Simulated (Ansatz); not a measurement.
## Re-Ti stack of (100) layers: lattice stability ahead of a resistivity run

The plan: relax Re-Ti stack of (100) layers, check its phonons, and, if the lattice is stable, compute its Eliashberg function and ρ(T).

Method: DFT PBEsol, scalar-relativistic, plane waves, PAW; PAW set soft_1, in Ansatz 0.2.0.

### Step 1. The structure

The cell holds 2 atoms: 1 Re and 1 Ti. Cell: a = 2.923 Å, b = 2.923 Å, c = 13.067 Å, α = 90.0°, β = 90.0°, γ = 90.0°. Vacuum lies along c.

### Step 2. Rough relaxation

The start is far from rest, so a relaxation with loose thresholds does the first part.

Contents of input.yaml:

```yaml
crystal:
  lattice:
    - [2.92265, 0.0, 0.0]
    - [0.0, 2.92265, 0.0]
    - [0.0, 0.0, 13.06663]
  atoms:
    - { symbol: Re, position: [0.0, 0.0, 0.4209196] }
    - { symbol: Ti, position: [0.5, 0.5, 0.5790804] }
  periodic: [true, true, false]
kpoints:
  mp_grid: { grid: [6, 6, 1] }
hamiltonian:
  xc: pbesol
  pseudopotentials: { kind: paw, azcp: { folder: soft_1 }, xc_functional: pbe }
scf:
  occupations: { method: gaussian, width: 0.1 }
output:
  forces: true
  stress: true
  eigenvalues: true
relax:
  adjacent_minimum: "off"
  f_tol: 0.05
  max_steps: 80
  cell: { stress_2d_tol: 0.02 }
```

Run with:

```bash
> ansatz run input.yaml --threads 4 --pin off --max-ram 12288MiB --backend cpu --events-out ev --progress --plain --runs-dir out
```

Numbers of over 12 decimals in the logs are rounded to 6 here.

What it wrote:

```text
Warning: crystal.periodic: the lattice vector that does not repeat stood 0.000° off the slab's normal, 13.067 Å along it as the deck builds it. The run solves the slab on a vector along the normal, 27.933 Å long, with every atom where it was (on the deck's vector they left 11.00 Å outside them, and the widest stretch free of ions among them is 2.07 Å). A fractional position that the run reports is one of the run's ce [...]
The last accepted step is kept in <dir> (removed where the run ends without a failure and the disk answers)
crystal.periodic: the lattice vector that does not repeat stood 0.000° off the slab's normal, 13.067 Å along it as the deck builds it. The run solves the slab on a vector along the normal, 27.933 Å long, with every atom where it was (on the deck's vector they left 11.00 Å outside them, and the widest stretch free of ions among them is 2.07 Å). A fractional position that the run reports is one of the run's cell, which [...]
Engine: ansatz 0.2.0, aarch64-unknown-linux-gnu
Pseudopotentials: kind: paw
Pseudopotential: Re, paw, valence charge 15, recommended cutoff 420 eV (normal), soft_1/Re.paw.azcp
Pseudopotential: Ti, paw, valence charge 12, recommended cutoff 420 eV (normal), soft_1/Ti.paw.azcp
Functional definition: PBEsol
  exchange = pbesol_x
  correlation = pbesol_c
Crystal: 2 atoms, lattice volume = 238.603 Å³
Basis set: ecut = 420 eV, 4593 PW (Γ), exchange–correlation on 40×40×384 points (8 copies of the dense FFT grid, shifted against one another)
Bands: 18, of which v1, the nominal top of the filled ones, is band 14 counted from 1 (13 counted from 0)
Symmetry: 8 space group operations
Space group: P4mm (ITA 99), of the structure as read, at distance tolerance 6.2e-5 Å
k-points: 10 of 36
Non-local potential: Re, projectors of the file, l = 0: 3, l = 1: 2, l = 2: 2, l = 3: 1
Non-local potential: Ti, projectors of the file, l = 0: 3, l = 1: 2, l = 2: 3, l = 3: 1
PAW form: soft (Blöchl's): semilocal exchange-correlation on the pseudo side does not see the compensation charge
PAW frozen core: Re, regenerated for the run's functional, and the local potential with it (the file was generated under x = pbe(κ = 0.804, μ = 0.219515), c = pbe(β = 0.066725))
PAW frozen core: Ti, regenerated for the run's functional, and the local potential with it (the file was generated under x = pbe(κ = 0.804, μ = 0.219515), c = pbe(β = 0.066725))
PAW one-centre angular grid: Re, 590 points (default); XC on 64 Gauss nodes
PAW one-centre angular grid: Ti, 590 points (default); XC on 64 Gauss nodes
Initial density: superposition of atomic densities (neutral atoms: chi_scale 0, normalization atom)
Initial wavefunctions: pseudopotential atomic-orbital guess
Functional: x = pbesol(κ = 0.804, μ = 0.123457), c = pbesol(β = 0.046)
SCF iter   1: F=—  HF=-13209.726884 eV  |F-HF|=—  |Δ(HF+E_count)|=         —  Δρ=2.49e-2  dr2=6.66e0  ethr=3.10e-3  ⟨swp⟩=11.7  Hψ=1443  notcnv=0
preconditioner: auto → LDOS  [insulator: Δε(μ)=0.108 eV  Ē_g=3.475 eV  σ=0.100 eV  W_gap=0.51  n_scr=16 (ndim 8)  ℏωp=8.0 eV  f_vac=0.746  D(μ)=6.36/eV (n_scr^D=30)  ε∞_Penn≈6.3  β→1.0]
SCF iter   2: F=—  HF=-13208.634179 eV  |F-HF|=—  |Δ(HF+E_count)|=    1.09e0  Δρ=2.40e-2  dr2=3.44e0  ethr=3.10e-3  ⟨swp⟩=4.9  Hψ=619  notcnv=0  defer=3
SCF iter   3: F=—  HF=-13208.316724 eV  |F-HF|=—  |Δ(HF+E_count)|=   3.17e-1  Δρ=6.40e-3  dr2=3.28e-1  ethr=3.10e-3  ⟨swp⟩=3.7  Hψ=497  notcnv=0  defer=3
SCF iter   4: F=—  HF=-13208.295866 eV  |F-HF|=—  |Δ(HF+E_count)|=   2.09e-2  Δρ=2.83e-3  dr2=6.20e-2  ethr=1.22e-3  ⟨swp⟩=2.0  Hψ=266  notcnv=0  defer=3
SCF iter   5: F=—  HF=-13208.298599 eV  |F-HF|=—  |Δ(HF+E_count)|=   2.73e-3  Δρ=1.41e-3  dr2=6.32e-3  ethr=2.30e-4  ⟨swp⟩=3.2  Hψ=329  notcnv=0  defer=3
SCF iter   6: F=—  HF=-13208.298016 eV  |F-HF|=—  |Δ(HF+E_count)|=   5.83e-4  Δρ=5.23e-4  dr2=1.13e-3  ethr=2.34e-5  ⟨swp⟩=3.6  Hψ=368  notcnv=0  defer=3
SCF iter   7: F=—  HF=-13208.298187 eV  |F-HF|=—  |Δ(HF+E_count)|=   1.70e-4  Δρ=1.83e-4  dr2=1.02e-4  ethr=4.20e-6  ⟨swp⟩=2.3  Hψ=255  notcnv=0  defer=3
SCF iter   8: F=—  HF=-13208.298236 eV  |F-HF|=—  |Δ(HF+E_count)|=   4.94e-5  Δρ=5.36e-5  dr2=1.36e-5  ethr=3.79e-7  ⟨swp⟩=3.8  Hψ=380  notcnv=0  defer=3
SCF iter   9: F=—  HF=-13208.298256 eV  |F-HF|=—  |Δ(HF+E_count)|=   1.97e-5  Δρ=1.67e-5  dr2=2.00e-6  ethr=5.05e-8  ⟨swp⟩=3.2  Hψ=320  notcnv=0  defer=3
SCF iter  10: F=—  HF=-13208.298256 eV  |F-HF|=—  |Δ(HF+E_count)|=   4.85e-7  Δρ=5.23e-6  dr2=2.10e-7  ethr=7.42e-9  ⟨swp⟩=3.5  Hψ=318  notcnv=0  defer=3
SCF iter  11: F=-13208.298256 eV  HF=-13208.298256 eV  |F-HF|=6.77e-8  |Δ(HF+E_count)|=   5.30e-8  Δρ=2.21e-6  dr2=2.64e-8  ethr=3.70e-10  ⟨swp⟩=11.4  Hψ=1059  notcnv=0
SCF 1 converged in 11 iterations: F = -13208.298256 eV  dr2 = 2.64e-8
  greatest PAW one-centre occupation: 0.999 electrons in one spin orbital (limit 2), on the Re atom at site 0 (counted from 0), in its partial waves of l = 0
relax step   1: F+E_penalty+E_count = -13208.29825618 eV  Δ(F+E_penalty+E_count) = +0.000e0 eV  max|allowed force component| = 2.296e0 eV/Å  Δτ_max = 0.0000 Å  P = -18.171 N/m  Ω = 238.603 Å³  fix = [c, alpha, beta]  reactions: c +0.000 N/m  (11 SCF iters, dr2 threshold 1.00e-7 eV, accepted)
Crystal: 2 atoms, lattice volume = 226.066 Å³
Basis set: ecut = 420 eV, 4449 PW (Γ), exchange–correlation on 40×40×384 points (8 copies of the dense FFT grid, shifted against one another)
Initial density: handed on by an earlier stage of this run
Initial wavefunctions: those handed on with the density
SCF iter   1: F=—  HF=-13209.765660 eV  |F-HF|=—  |Δ(HF+E_count)|=         —  Δρ=1.93e-2  dr2=3.43e0  ethr=3.10e-3  ⟨swp⟩=10.6  Hψ=1199  notcnv=0
preconditioner: auto → LDOS  [insulator: Δε(μ)=0.111 eV  Ē_g=3.809 eV  σ=0.100 eV  W_gap=0.57  n_scr=16 (ndim 8)  ℏωp=8.2 eV  f_vac=0.769  D(μ)=2.96/eV (n_scr^D=12)  ε∞_Penn≈5.6  β→1.0]
SCF iter   2: F=—  HF=-13209.767512 eV  |F-HF|=—  |Δ(HF+E_count)|=   1.85e-3  Δρ=1.55e-2  dr2=2.87e0  ethr=3.10e-3  ⟨swp⟩=3.9  Hψ=515  notcnv=0  defer=4
SCF iter   3: F=—  HF=-13209.418187 eV  |F-HF|=—  |Δ(HF+E_count)|=   3.49e-1  Δρ=2.86e-3  dr2=4.31e-2  ethr=3.10e-3  ⟨swp⟩=3.2  Hψ=371  notcnv=0  defer=4
SCF iter   4: F=—  HF=-13209.423412 eV  |F-HF|=—  |Δ(HF+E_count)|=   5.23e-3  Δρ=1.07e-3  dr2=3.84e-3  ethr=1.59e-4  ⟨swp⟩=2.6  Hψ=395  notcnv=0  defer=4
SCF iter   5: F=—  HF=-13209.424221 eV  |F-HF|=—  |Δ(HF+E_count)|=   8.09e-4  Δρ=3.78e-4  dr2=1.51e-3  ethr=1.42e-5  ⟨swp⟩=3.4  Hψ=342  notcnv=0  defer=4
SCF iter   6: F=—  HF=-13209.424174 eV  |F-HF|=—  |Δ(HF+E_count)|=   4.72e-5  Δρ=1.28e-4  dr2=7.60e-5  ethr=5.59e-6  ⟨swp⟩=1.8  Hψ=216  notcnv=0  defer=4
[...]
iter 9 did not close the SCF: its close was put off until two iterations running show no level that it waits for move by more than its bar (scf_convergence_deferred on its scf_iter line)
SCF iter   9: F=-13209.094880 eV  HF=-13209.094880 eV  |F-HF|=4.63e-8  |Δ(HF+E_count)|=   7.72e-7  Δρ=3.16e-6  dr2=3.20e-8  ethr=7.41e-10  ⟨swp⟩=13.4  Hψ=1153  notcnv=0
SCF iter  10: F=-13209.094880 eV  HF=-13209.094880 eV  |F-HF|=6.43e-9  |Δ(HF+E_count)|=   5.11e-8  Δρ=1.10e-6  dr2=4.03e-9  ethr=1.19e-10  ⟨swp⟩=3.3  Hψ=736  notcnv=0
SCF 3 converged in 10 iterations: F = -13209.094880 eV  dr2 = 4.03e-9
relax step   3: F+E_penalty+E_count = -13209.09488021 eV  Δ(F+E_penalty+E_count) = +3.293e-1 eV  max|allowed force component| = 2.848e0 eV/Å  Δτ_max = 0.1957 Å  P = +12.331 N/m  Ω = 223.383 Å³  energy of the carried Pulay correction = +4.713e-4 eV  fix = [c, alpha, beta]  (10 SCF iters, dr2 threshold 2.00e-7 eV, rejected (line search))
[...]
relax step   4: F+E_penalty+E_count = -13209.52086127 eV  Δ(F+E_penalty+E_count) = -9.668e-2 eV  max|allowed force component| = 3.028e-1 eV/Å  Δτ_max = 0.0517 Å  P = -1.687 N/m  Ω = 224.213 Å³  energy of the carried Pulay correction = +4.448e-4 eV  fix = [c, alpha, beta]  reactions: c -0.000 N/m  (12 SCF iters, accepted)
[...]
relax step   5: F+E_penalty+E_count = -13209.52595352 eV  Δ(F+E_penalty+E_count) = -5.092e-3 eV  max|allowed force component| = 8.238e-2 eV/Å  Δτ_max = 0.0150 Å  P = -0.300 N/m  Ω = 223.505 Å³  energy of the carried Pulay correction = +4.674e-4 eV  fix = [c, alpha, beta]  reactions: c -0.000 N/m  (7 SCF iters, dr2 threshold 2.00e-7 eV, accepted)
[...]
relax step   6: F+E_penalty+E_count = -13209.52662614 eV  Δ(F+E_penalty+E_count) = -6.726e-4 eV  max|allowed force component| = 2.937e-3 eV/Å  Δτ_max = 0.0048 Å  P = -0.516 N/m  Ω = 223.184 Å³  energy of the carried Pulay correction = +4.777e-4 eV  fix = [c, alpha, beta]  reactions: c -0.000 N/m  (6 SCF iters, dr2 threshold 2.00e-7 eV, accepted)
[...]
relax step   7: F+E_penalty+E_count = -13209.52796671 eV  Δ(F+E_penalty+E_count) = -1.341e-3 eV  max|allowed force component| = 1.193e-2 eV/Å  Δτ_max = 0.0059 Å  P = -0.408 N/m  Ω = 221.821 Å³  energy of the carried Pulay correction = +5.214e-4 eV  fix = [c, alpha, beta]  reactions: c -0.000 N/m  (7 SCF iters, dr2 threshold 2.00e-7 eV, accepted)
[...]
relax step   8: F+E_penalty+E_count = -13209.52985357 eV  Δ(F+E_penalty+E_count) = -1.887e-3 eV  max|allowed force component| = 2.174e-2 eV/Å  Δτ_max = 0.0136 Å  P = +0.001 N/m  Ω = 218.346 Å³  energy of the carried Pulay correction = +6.342e-4 eV  fix = [c, alpha, beta]  reactions: c +0.000 N/m  (8 SCF iters, dr2 threshold 2.00e-7 eV, accepted)
Initial wavefunctions: pseudopotential atomic-orbital guess (no wavefunctions were taken with the density)
iter 1 solved again at ethr=2.78e-7 eV; its pass at ethr=3.10e-3 eV (dr2=7.49e-5 eV) is discarded
SCF iter   1: F=—  HF=-13209.528939 eV  |F-HF|=—  |Δ(HF+E_count)|=         —  Δρ=6.27e-5  dr2=1.25e-6  ethr=2.78e-7  ⟨swp⟩=6.3  Hψ=2297  notcnv=0
preconditioner: auto → LDOS  [insulator: Δε(μ)=0.140 eV  Ē_g=3.863 eV  σ=0.100 eV  W_gap=0.64  n_scr=16 (ndim 8)  ℏωp=8.3 eV  f_vac=0.771  D(μ)=2.01/eV (n_scr^D=10)  ε∞_Penn≈5.7  β→1.0]
SCF iter   2: F=—  HF=-13209.528899 eV  |F-HF|=—  |Δ(HF+E_count)|=   3.97e-5  Δρ=2.13e-5  dr2=2.35e-6  ethr=4.64e-9  ⟨swp⟩=3.4  Hψ=399  notcnv=0
SCF iter   3: F=—  HF=-13209.528899 eV  |F-HF|=—  |Δ(HF+E_count)|=   3.59e-7  Δρ=6.31e-6  dr2=3.33e-7  ethr=4.64e-9  ⟨swp⟩=3.8  Hψ=384  notcnv=0
SCF iter   4: F=—  HF=-13209.528899 eV  |F-HF|=—  |Δ(HF+E_count)|=   1.85e-7  Δρ=3.18e-6  dr2=4.54e-7  ethr=1.23e-9  ⟨swp⟩=3.2  Hψ=302  notcnv=0
SCF iter   5: F=—  HF=-13209.528899 eV  |F-HF|=—  |Δ(HF+E_count)|=   1.00e-8  Δρ=2.39e-6  dr2=1.33e-7  ethr=1.23e-9  ⟨swp⟩=1.7  Hψ=210  notcnv=0
SCF iter   6: F=—  HF=-13209.528899 eV  |F-HF|=—  |Δ(HF+E_count)|=   1.89e-9  Δρ=9.40e-7  dr2=1.37e-8  ethr=4.91e-10  ⟨swp⟩=1.8  Hψ=220  notcnv=0
SCF iter   7: F=—  HF=-13209.528899 eV  |F-HF|=—  |Δ(HF+E_count)|=   1.99e-9  Δρ=2.39e-7  dr2=1.31e-10  ethr=5.07e-11  ⟨swp⟩=3.0  Hψ=313  notcnv=0
SCF iter   8: F=—  HF=-13209.528899 eV  |F-HF|=—  |Δ(HF+E_count)|=   2.55e-9  Δρ=1.24e-7  dr2=3.69e-11  ethr=1.00e-12  ⟨swp⟩=3.6  Hψ=402  notcnv=0
SCF iter   9: F=—  HF=-13209.528899 eV  |F-HF|=—  |Δ(HF+E_count)|=  6.68e-10  Δρ=5.31e-8  dr2=1.12e-11  ethr=1.00e-12  ⟨swp⟩=2.4  Hψ=276  notcnv=0
SCF iter  10: F=—  HF=-13209.528899 eV  |F-HF|=—  |Δ(HF+E_count)|=  1.47e-10  Δρ=3.45e-8  dr2=4.68e-12  ethr=1.00e-12  ⟨swp⟩=1.4  Hψ=194  notcnv=0
SCF iter  11: F=-13209.528899 eV  HF=-13209.528899 eV  |F-HF|=3.82e-11  |Δ(HF+E_count)|=  7.28e-12  Δρ=7.52e-9  dr2=2.60e-13  ethr=1.00e-12  ⟨swp⟩=12.7  Hψ=1227  notcnv=0
SCF 9 converged in 11 iterations: F = -13209.528899 eV  dr2 = 2.60e-13
relax step   9: F+E_penalty+E_count = -13209.52889916 eV  Δ(F+E_penalty+E_count) = +9.544e-4 eV  max|allowed force component| = 2.245e-2 eV/Å  Δτ_max = 0.0000 Å  P = +0.012 N/m  Ω = 218.346 Å³  fix = [c, alpha, beta]  reactions: c +0.000 N/m  stress off target by 1.19e-2 N/m on what of the cell is left free  SCF on the basis re-selected at this cell (its energy is not comparable with the rows above)  (11 SCF iters)
basis re-selected at this cell: Δ(F+E_penalty+E_count) = +9.544e-4 eV, ΔP = +0.010 N/m vs the last step (what re-selecting the basis moved, of the pressure what is left beyond the Pulay correction that the steps carried, after the strain that the cell walked since its last selection, with what the two solves' SCF thresholds leave and, on support functions, any second-order correction that the steps lacked; it is no m [...]
SCF converged after 11 iterations
Free energy (F): -13209.528899 eV
Harris-Foulkes:  -13209.528899 eV  (|F-HF|=3.82e-11)
Internal energy: -13209.518864 eV  (E = F + TS)
E sigma→0 (E₀):  -13209.523881 eV
Entropy (-TS):   -0.010036 eV (-5.018 meV/atom)
Fermi energy:    -4.355310 eV
--- Per-component energies (eV) ---
  E_band       = -860.898304
  E_kinetic    = 805.361149
  E_local      = -51837.449067  (includes V_loc(G=0)·N_el)
  E_nonlocal   = 149.418353
  E_hartree    = 25392.150107
  E_xc         = -467.164607
  E_vxc        = -432.019049  (∫ρ·V_xc dr)
  E_paw        = -9595.385176  (= ΣΔE_a)
  E_vpaw       = -330.509892  (= ΣTr[D̂ρ^β])
  E_aug_tail   = -0.000026  (compensation charges beyond the density's cutoff)
  E_ewald      = 22343.177692
  E_core_change = 0.372711  (= ΣΔE_core)
  E_smearing   = -0.010036  (= −TS)
  E_closure    = 0.000000  (closes the sum)
  Σ components = -13209.528899   (vs F -13209.528899, Δ=0.00e0)
--- Forces (eV/Å), atoms counted from 1 ---
  atom   1  Re    -0.00000000     0.00000000    -0.02244804
  atom   2  Ti     0.00000000    -0.00000000     0.02244772
  max |Σ_I F_I| component: 3.19e-7 eV/Å
--- 2D stress c σ (N/m, compression-positive) ---
        0.011883      -0.000000      -0.000000
       -0.000000       0.011883       0.000000
       -0.000000       0.000000       0.000000
  P = ½ c Tr σ = 0.0119 N/m
--- Band table (eV; the first three rows and the last of 10) ---
  k-point 0: bands = [... 10 lower, -8.6659, -5.3782, -4.4860, -4.2480, -4.2480, -4.0429, -2.6265, -1.0770]
  k-point 1: bands = [... 10 lower, -7.9043, -5.7413, -4.6958, -4.3132, -3.7376, -3.5565, -3.5165, -2.0801]
  k-point 2: bands = [... 10 lower, -6.2324, -5.8387, -4.7749, -4.6218, -4.4531, -3.2513, -2.3604, -2.1460]
  k-point 9: bands = [... 10 lower, -7.3020, -7.3020, -3.0190, -3.0190, -1.8928, -1.5141, -0.1915, 0.2115]
--- Relaxed structure (8 steps of the walk, 7 accepted, 1 SCFs on fresh bases) ---
  F+E_penalty+E_count = -13209.52889916 eV   max|allowed force component| = 2.245e-2 eV/Å   (the final SCF, on the basis selected at the relaxed cell)
  cell:  # Å, volume = 218.3461 Å³
    - [2.795838, 0.0, 0]
    - [0.0, 2.795838, 0.0]
    - [0, 0.0, 27.933257]
  atoms:
    - { symbol: Re, position: [0, 0.0, 0.205304] }
    - { symbol: Ti, position: [0.5, 0.5, 0.262476] }
```

It took 14 s on 4 threads of Arm Neoverse V1, shared host; peak memory 0.49 GiB.

Step by step:

```csv
step,energy less that of the first step (eV),largest force component (eV/Å),volume (Å³)
1,0.0000,2.2956,238.60
2,-1.1259,1.1597,226.07
3,-0.7966,2.8476,223.38
4,-1.2226,0.3028,224.21
5,-1.2277,0.0824,223.51
6,-1.2284,0.0029,223.18
7,-1.2297,0.0119,221.82
8,-1.2316,0.0217,218.35
9*,-1.2306,0.0224,218.35
```

Relaxation steps marked * repeat the geometry before them on a plane-wave basis chosen anew for their cell, so energy and pressure can jump there. Relaxation step 3 was tried and not accepted.

The run keeps the 8 symmetry operations that it works with, so distortions that break them were not tested.

```csv
cell as run,before,after,change
a (Å),2.923,2.796,-4.3 %
b (Å),2.923,2.796,-4.3 %
```

The atoms that moved most (Å, along periodic axes as changes of fractional coordinates times the final cell, across vacuum about the mean position):

```csv
atom,dx,dy,dz,length
Re1,0.000,0.000,0.235,0.235
Ti2,0.000,0.000,-0.235,0.235
```

The relaxed structure:

```xyz
2
Lattice="2.7958 0.0000 0.0000 0.0000 2.7958 0.0000 0.0000 0.0000 27.9333" Properties=species:S:1:pos:R:3
Re    0.0000    0.0000    5.7348
Ti    1.3979    1.3979    7.3318
```

This step gave:

| Quantity | Value |
| --- | --- |
| metallic on mesh | yes |
| gap on the k-mesh | 0 eV |

The relaxation ends with a largest force component of 0.022 eV/Å.

### Step 3. Relaxing cell and atoms

Lattice constant and positions set the bands and the force constants, so the cell is relaxed first.

input.yaml, the sections that differ from step 2:

```yaml
crystal:
  lattice:
    - [2.7958378058, 0.0, 0.0]
    - [0.0, 2.7958378058, 0.0]
    - [0.0, 0.0, 27.9332573082]
  atoms:
    - { symbol: Re, position: [0.0, 0.0, 0.2053042936] }
    - { symbol: Ti, position: [0.5, 0.5, 0.2624760965] }
  periodic: [true, true, false]
kpoints:
  mp_grid: { grid: [10, 10, 1] }
relax:
  adjacent_minimum: "off"
  f_tol: 0.005
  max_steps: 80
  cell: { stress_2d_tol: 0.02 }
# hamiltonian, scf, output: as in step 2
```

What it wrote:

```text
[the first part of the log is left out]
  E_xc         = -467.764819
  E_vxc        = -432.781399  (∫ρ·V_xc dr)
  E_paw        = -9595.068676  (= ΣΔE_a)
  E_vpaw       = -330.022629  (= ΣTr[D̂ρ^β])
  E_aug_tail   = -0.000026  (compensation charges beyond the density's cutoff)
  E_ewald      = 26377.648642
  E_core_change = 0.372711  (= ΣΔE_core)
  E_smearing   = -0.017564  (= −TS)
  E_closure    = -0.000000  (closes the sum)
  Σ components = -13209.921059   (vs F -13209.921059, Δ=0.00e0)
--- Forces (eV/Å), atoms counted from 1 ---
[...]
--- 2D stress c σ (N/m, compression-positive) ---
       -0.007368       0.000000       0.000000
        0.000000      -0.007368       0.000000
        0.000000       0.000000      -0.000000
  P = ½ c Tr σ = -0.0074 N/m
--- Band table (eV; the first three rows and the last of 21) ---
[...]
--- Relaxed structure (7 steps of the walk, 7 accepted, 1 SCFs on fresh bases) ---
[...]
cell:  # Å, volume = 178.5868 Å³
    - [2.528505, 0.0, 0]
    - [0.0, 2.528505, 0.0]
    - [0, 0.0, 27.9332573082]
  atoms:
    - { symbol: Re, position: [0, 0.0, 0.195040] }
    - { symbol: Ti, position: [0.5, 0.5, 0.272740] }
```

Elapsed: 25 s, on 4 threads; peak memory 0.51 GiB; 93 s of CPU time.

The steps of the relaxation:

```csv
step,energy less that of the first step (eV),largest force component (eV/Å),volume (Å³)
1,0.0000,0.2168,218.35
2,-0.0078,0.1169,216.31
3,-0.1981,0.6684,195.78
4,-0.3802,0.0140,175.97
5,-0.3816,0.1569,180.23
6,-0.3840,0.1268,179.01
7,-0.3853,0.0045,178.59
8,-0.3832,0.0041,178.59
```

The log counts 1 steps on a newly chosen plane-wave basis, not all of them marked here; energy and pressure can jump at such steps.

```csv
cell as run,before,after,change
a (Å),2.796,2.529,-9.6 %
b (Å),2.796,2.529,-9.6 %
```

The atoms that moved most (Å, along periodic axes as changes of fractional coordinates times the final cell, across vacuum about the mean position):

```csv
atom,dx,dy,dz,length
Re1,0.000,0.000,-0.287,0.287
Ti2,0.000,0.000,0.287,0.287
```

Final coordinates:

```xyz
2
Lattice="2.5285 0.0000 0.0000 0.0000 2.5285 0.0000 0.0000 0.0000 27.9333" Properties=species:S:1:pos:R:3
Re    0.0000    0.0000    5.4481
Ti    1.2643    1.2643    7.6185
```

The relaxation ends with a largest force component of 0.0041 eV/Å.

(Part 1 of 3 ends here.)

[Logs are printed without paths, hosts, clocks, repeated set-up lines and the standing remarks that a program may print on its own settings, such as how far it seeks lower states.]

[Hosts, paths, dates, database ids (printed as entryN), source tags and the programs' standing remarks are cut or masked in the printed files.]
